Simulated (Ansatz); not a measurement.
Consider Bi2Te2Se (R-3m).

```yaml
crystal:
  lattice:
    - [2.16097, 1.24764, 10.58557]
    - [-2.16097, 1.24764, 10.58557]
    - [0.00000, -2.49527, 10.58557]
  atoms:
    - { symbol: Bi, position: [0.60828, 0.60828, 0.60828] }
    - { symbol: Bi, position: [0.39172, 0.39172, 0.39172] }
    - { symbol: Te, position: [0.21960, 0.21960, 0.21960] }
    - { symbol: Te, position: [0.78040, 0.78040, 0.78040] }
    - { symbol: Se, position: [0.00000, 0.00000, 0.00000] }
```

The cell and positions are those that the Materials Project relaxed with its own functionals (PBE, PBE+U or r2SCAN), kept fixed. Spin-orbit coupling is left out unless a run names it. PAW set soft_2, made with PBE.

Gaps computed with Ansatz 0.2.0 without a self-energy: HSE06 0.89 eV.

Q: Estimate the G0W0@HSE06 gap with 4×4×4 mesh, 1018 empty bands, screening to 190 eV, default PAW files.

About 0.99 eV: on its mesh the run moves the gap from 0.89 eV by +0.10 eV. Bands and cutoff are finite, so the gap stands short of the basis limit, usually by up to a few tenths of an eV; the mesh is an error of its own. Where an edge is built on 6p states of lead, bismuth or thallium, scalar-relativistic gaps usually stand too wide, by a few tenths to over one eV. The many-body steps are scalar-relativistic: spin-orbit coupling is not in them.

[Long decimals in the printed logs are rounded to 6 places.]

[Logs are printed without paths, hosts, clocks, repeated set-up lines and the standing remarks that a program may print on its own settings, such as how far it seeks lower states.]

[Paths, hosts, dates, memory and timing lines, banners, echoed tables and standing remarks are left out of the program output; an Ansatz launch command may be rebuilt from the run's recorded settings. Measured values are a selection of at most five: reports struck by readers or far from the other reports are left out. None is set beside runs whose start may be inverted or whose files or cutoffs have a known fault.]

[Runs of the session that timed out or met a known fault of the program may be left out.]

[Cells called generated may have been cut or substituted from an entry of the Crystallography Open Database or the Materials Project.]

[Hosts, paths, dates, database ids (printed as entryN), source tags and the programs' standing remarks are cut or masked in the printed files.]

[Where the starting crystal was built by hand or by swapping elements, it need not be the compound's stable phase.]
